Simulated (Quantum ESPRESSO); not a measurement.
# KMgF3 (Pm-3m): phonon frequency against volume, with a fit

Aim: the Grüneisen parameter and the pressure coefficient of an optical mode of KMgF3 (Pm-3m).

Main program and level: Quantum ESPRESSO 7.5; DFT LDA, scalar-relativistic, plane waves, GBRV ultrasoft pseudopotentials.

## (1) The relaxed structure

The structure is cubic, space group Pm-3m (No. 221). The conventional cell has a = 3.908 Å, b = 3.908 Å, c = 3.908 Å, α = 90.00°, β = 90.00°, γ = 90.00°. K has 12 F at 2.76 Å nearest. Nearest to Mg lie 6 F at 1.95 Å. F has 2 Mg at 1.95 Å and 4 K at 2.76 Å nearest. Farther neighbours and most contacts between anions are not listed.

Coordinates:

```xyz
5
Lattice="3.9082 0.0000 0.0000 0.0000 3.9082 0.0000 0.0000 0.0000 3.9082" Properties=species:S:1:pos:R:3 pbc="T T T"
K     1.9541    1.9541    1.9541
Mg    0.0000    0.0000    0.0000
F     1.9541    0.0000    0.0000
F     0.0000    1.9541    0.0000
F     0.0000    0.0000    1.9541
```

This is the cell after its relaxation at this level of theory, not the database cell from which that began.

## (2) Runs at several volumes

The relaxed cell is scaled uniformly; in this structure symmetry fixes all atoms, so nothing has to be relaxed anew. Each volume gets a ground state and a response at Γ. The mode followed is the highest one without the macroscopic field, of symmetry T1u; longitudinal polar modes lie higher. Cutoff 55 Ry, k mesh 8×8×8.

From the response at V/V₀ = 1:

Output:

```text
[banners, grids, parts of the stress and lines that vanish by symmetry left out]
Program PHONON v.7.5
     Reading xml data from directory:

[...]
Exchange-correlation= PZ
                           (   1   1   0   0   0   0   0)
[...]
kinetic-energy cut-off    =      55.0000  Ry
     charge density cut-off    =     440.0000  Ry
     convergence threshold     =      1.0E-18
[...]
Exchange-correlation= PZ
                           (   1   1   0   0   0   0   0)
[...]
q = (   0.0000000   0.0000000   0.0000000 )
     49 Sym.Ops. (with q -> -q+G )
     G cutoff =  607.9031  (  62669 G-vectors)     FFT grid: ( 50, 50, 50)
     G cutoff =  303.9515  (  22119 G-vectors)  smooth grid: ( 36, 36, 36)
     number of k points=    35
[...]
Mode symmetry, O_h (m-3m)  point group:
[...]
Dielectric constant
[...]
End of electric fields calculation
          Dielectric constant in cartesian axis
          (       2.156741757       0.000000000       0.000000000 )
          (       0.000000000       2.156741757       0.000000000 )
          (       0.000000000       0.000000000       2.156741757 )
          Effective charges (d Force / dE) in cartesian axis without acoustic sum rule applied (asr)
           atom    1  K     Mean Z*:        1.19331
      Ex  (        1.19331        0.00000        0.00000 )
      Ey  (        0.00000        1.19331        0.00000 )
      Ez  (        0.00000        0.00000        1.19331 )
           atom    2  Mg    Mean Z*:        1.98472
      Ex  (        1.98472        0.00000        0.00000 )
      Ey  (        0.00000        1.98472        0.00000 )
      Ez  (        0.00000        0.00000        1.98472 )
           atom    3  F     Mean Z*:       -1.05708
      Ex  (       -1.24076        0.00000        0.00000 )
      Ey  (        0.00000       -0.96523        0.00000 )
      Ez  (        0.00000        0.00000       -0.96523 )
           atom    4  F     Mean Z*:       -1.05708
      Ex  (       -0.96523        0.00000        0.00000 )
      Ey  (        0.00000       -1.24076        0.00000 )
      Ez  (        0.00000        0.00000       -0.96523 )
           atom    5  F     Mean Z*:       -1.05708
      Ex  (       -0.96523        0.00000        0.00000 )
      Ey  (        0.00000       -0.96523        0.00000 )
      Ez  (        0.00000        0.00000       -1.24076 )
          Effective charges Sum: Mean:        0.00681
[...]
Effective charges (d Force / dE) in cartesian axis with asr applied:
           atom    1  K     Mean Z*:        1.19195
[...]
atom    2  Mg    Mean Z*:        1.98336
[...]
atom    3  F     Mean Z*:       -1.05844
[...]
Dielectric constant in cartesian axis
          (       2.156741757       0.000000000       0.000000000 )
          (       0.000000000       2.156741757       0.000000000 )
          (       0.000000000       0.000000000       2.156741757 )
          Effective charges (d Force / dE) in cartesian axis without acoustic sum rule applied (asr)
           atom    1  K     Mean Z*:        1.19331
      Ex  (        1.19331        0.00000        0.00000 )
      Ey  (        0.00000        1.19331        0.00000 )
      Ez  (        0.00000        0.00000        1.19331 )
           atom    2  Mg    Mean Z*:        1.98472
      Ex  (        1.98472        0.00000        0.00000 )
      Ey  (        0.00000        1.98472        0.00000 )
      Ez  (        0.00000        0.00000        1.98472 )
           atom    3  F     Mean Z*:       -1.05708
      Ex  (       -1.24076        0.00000        0.00000 )
      Ey  (        0.00000       -0.96523        0.00000 )
      Ez  (        0.00000        0.00000       -0.96523 )
           atom    4  F     Mean Z*:       -1.05708
      Ex  (       -0.96523        0.00000        0.00000 )
      Ey  (        0.00000       -1.24076        0.00000 )
      Ez  (        0.00000        0.00000       -0.96523 )
           atom    5  F     Mean Z*:       -1.05708
      Ex  (       -0.96523        0.00000        0.00000 )
      Ey  (        0.00000       -0.96523        0.00000 )
      Ez  (        0.00000        0.00000       -1.24076 )
          Effective charges Sum: Mean:        0.00681
[...]
Effective charges (d Force / dE) in cartesian axis with asr applied:
           atom    1  K     Mean Z*:        1.19195
[...]
atom    2  Mg    Mean Z*:        1.98336
[...]
atom    3  F     Mean Z*:       -1.05844
[...]
atom    4  F     Mean Z*:       -1.05844
[...]
atom    5  F     Mean Z*:       -1.05844
[...]
q = (    0.000000000   0.000000000   0.000000000 )
[...]
freq (    1) =      -0.366862 [THz] =     -12.237193 [cm-1]
     freq (    2) =      -0.366862 [THz] =     -12.237193 [cm-1]
     freq (    3) =      -0.366862 [THz] =     -12.237193 [cm-1]
     freq (    4) =       4.672963 [THz] =     155.873279 [cm-1]
     freq (    5) =       4.672963 [THz] =     155.873279 [cm-1]
     freq (    6) =       4.672963 [THz] =     155.873279 [cm-1]
     freq (    7) =       5.558349 [THz] =     185.406560 [cm-1]
     freq (    8) =       5.558349 [THz] =     185.406560 [cm-1]
     freq (    9) =       5.558349 [THz] =     185.406560 [cm-1]
     freq (   10) =       8.564342 [THz] =     285.675698 [cm-1]
     freq (   11) =       8.564342 [THz] =     285.675698 [cm-1]
     freq (   12) =       8.564342 [THz] =     285.675698 [cm-1]
     freq (   13) =      15.513019 [THz] =     517.458599 [cm-1]
     freq (   14) =      15.513019 [THz] =     517.458599 [cm-1]
     freq (   15) =      15.513019 [THz] =     517.458599 [cm-1]
[...]
Mode symmetry, O_h (m-3m)  point group:
     freq (   1-   3) =        -12.2  [cm-1]   --> T_1u G_15  G_4- I
     freq (   4-   6) =        155.9  [cm-1]   --> T_1u G_15  G_4- I
     freq (   7-   9) =        185.4  [cm-1]   --> T_2u G_25  G_5-
     freq (  10-  12) =        285.7  [cm-1]   --> T_1u G_15  G_4- I
     freq (  13-  15) =        517.5  [cm-1]   --> T_1u G_15  G_4- I

   JOB DONE.
```

One volume, V/V₀ = 1.03, is held back as a test.

```
V/V₀  volume (Å³/atom)  pressure (GPa)   ω (cm⁻¹)
   1            11.938            0.06     517.46
1.03            12.297           -2.34  held back
1.06            12.655           -4.37     449.13
```

## (3) The fit

The mode Grüneisen parameter is γ = −d ln ω / d ln V.

```
ln(V/V₀)    ln ω
  0.0000  6.2489
  0.0583  6.1073
```

A straight line through these points has the slope -2.430, so γ = 2.43; at V/V₀ = 1.03 it predicts ω = exp(6.2489 − 0.0718) = 481.59 cm⁻¹.

A parabola of pressure against ln V through V/V₀ = 1, 1.03 and 1.06 gives the bulk modulus B = −dP/d ln V = 86 GPa at V₀. With ω₀ from the fitted line the pressure coefficient follows as dω/dP = γ ω₀ / B = 2.43 × 517.5 / 86 = 14.6 cm⁻¹/GPa.

## (4) The run that was held back

Output:

```text
[banners, grids, parts of the stress and lines that vanish by symmetry left out]
[banner, memory and clock lines left out]
Program PHONON v.7.5

[...]
Exchange-correlation= PZ
                           (   1   1   0   0   0   0   0)
[...]
kinetic-energy cut-off    =      55.0000  Ry
     charge density cut-off    =     440.0000  Ry
     convergence threshold     =      1.0E-18
[...]
Exchange-correlation= PZ
                           (   1   1   0   0   0   0   0)
[...]
q = (   0.0000000   0.0000000   0.0000000 )
     49 Sym.Ops. (with q -> -q+G )
     G cutoff =  620.0011  (  64589 G-vectors)     FFT grid: ( 50, 50, 50)
     G cutoff =  310.0006  (  22983 G-vectors)  smooth grid: ( 36, 36, 36)
     number of k points=    35
[...]
Mode symmetry, O_h (m-3m)  point group:
[...]
Dielectric constant
[...]
End of electric fields calculation
          Dielectric constant in cartesian axis
          (       2.142214188       0.000000000       0.000000000 )
          (       0.000000000       2.142214188       0.000000000 )
          (       0.000000000       0.000000000       2.142214188 )
          Effective charges (d Force / dE) in cartesian axis without acoustic sum rule applied (asr)
           atom    1  K     Mean Z*:        1.18981
      Ex  (        1.18981        0.00000        0.00000 )
      Ey  (        0.00000        1.18981        0.00000 )
      Ez  (        0.00000        0.00000        1.18981 )
           atom    2  Mg    Mean Z*:        1.99375
      Ex  (        1.99375        0.00000        0.00000 )
[...]
Ey  (        0.00000       -0.96137        0.00000 )
      Ez  (        0.00000        0.00000       -1.25400 )
          Effective charges Sum: Mean:        0.00683
[...]
Effective charges (d Force / dE) in cartesian axis with asr applied:
           atom    1  K     Mean Z*:        1.18845
[...]
atom    2  Mg    Mean Z*:        1.99238
[...]
atom    3  F     Mean Z*:       -1.06028
[...]
atom    4  F     Mean Z*:       -1.06028
[...]
atom    5  F     Mean Z*:       -1.06028
[...]
q = (    0.000000000   0.000000000   0.000000000 )
[...]
freq (    1) =      -0.338373 [THz] =     -11.286910 [cm-1]
     freq (    2) =      -0.338373 [THz] =     -11.286910 [cm-1]
     freq (    3) =      -0.338373 [THz] =     -11.286910 [cm-1]
     freq (    4) =       4.284996 [THz] =     142.932071 [cm-1]
     freq (    5) =       4.284996 [THz] =     142.932071 [cm-1]
     freq (    6) =       4.284996 [THz] =     142.932071 [cm-1]
     freq (    7) =       5.404191 [THz] =     180.264409 [cm-1]
     freq (    8) =       5.404191 [THz] =     180.264409 [cm-1]
     freq (    9) =       5.404191 [THz] =     180.264409 [cm-1]
     freq (   10) =       8.512965 [THz] =     283.961942 [cm-1]
     freq (   11) =       8.512965 [THz] =     283.961942 [cm-1]
     freq (   12) =       8.512965 [THz] =     283.961942 [cm-1]
     freq (   13) =      14.469425 [THz] =     482.648051 [cm-1]
     freq (   14) =      14.469425 [THz] =     482.648051 [cm-1]
     freq (   15) =      14.469425 [THz] =     482.648051 [cm-1]
[...]
Mode symmetry, O_h (m-3m)  point group:
     freq (   1-   3) =        -11.3  [cm-1]   --> T_1u G_15  G_4- I
     freq (   4-   6) =        142.9  [cm-1]   --> T_1u G_15  G_4- I
     freq (   7-   9) =        180.3  [cm-1]   --> T_2u G_25  G_5-
     freq (  10-  12) =        284.0  [cm-1]   --> T_1u G_15  G_4- I
     freq (  13-  15) =        482.6  [cm-1]   --> T_1u G_15  G_4- I
```

It gives 482.65 cm⁻¹ against the predicted 481.59 cm⁻¹, a miss of 1 cm⁻¹.

## (5) Outcome

```
mode Grüneisen parameter : 2.430
bulk modulus             : 86.4 GPa
pressure coefficient     : 14.6 cm⁻¹/GPa
```

The highest optical mode of KMgF3 (Pm-3m) without the LO-TO term stiffens by 14.6 cm⁻¹ a GPa near the relaxed volume, with γ = 2.43. The power law meets all 3 runs within 0.22 %; between neighbouring volumes γ runs from 2.36 to 2.51. Such a coefficient turns a measured shift of this mode into a hydrostatic stress; uniaxial or biaxial stress splits the mode and needs deformation potentials. Runs of the series that gave no result are left out: vol0.94-ph (timeout) and vol0.97-ph (timeout). The acoustic modes of the response miss zero by 12 cm⁻¹, a numerical error that can touch the optical modes as well. These are harmonic values at zero temperature for the structure held cubic, which a run at Γ can't show to be stable; the bulk modulus rests on three points.

[Host names and launcher messages were left out of these logs when they were recorded.]

[Logs are printed without paths, hosts, clocks, repeated set-up lines and the standing remarks that a program may print on its own settings, such as how far it seeks lower states.]

[Hosts, paths, dates, database ids (printed as entryN), source tags and the programs' standing remarks are cut or masked in the printed files.]
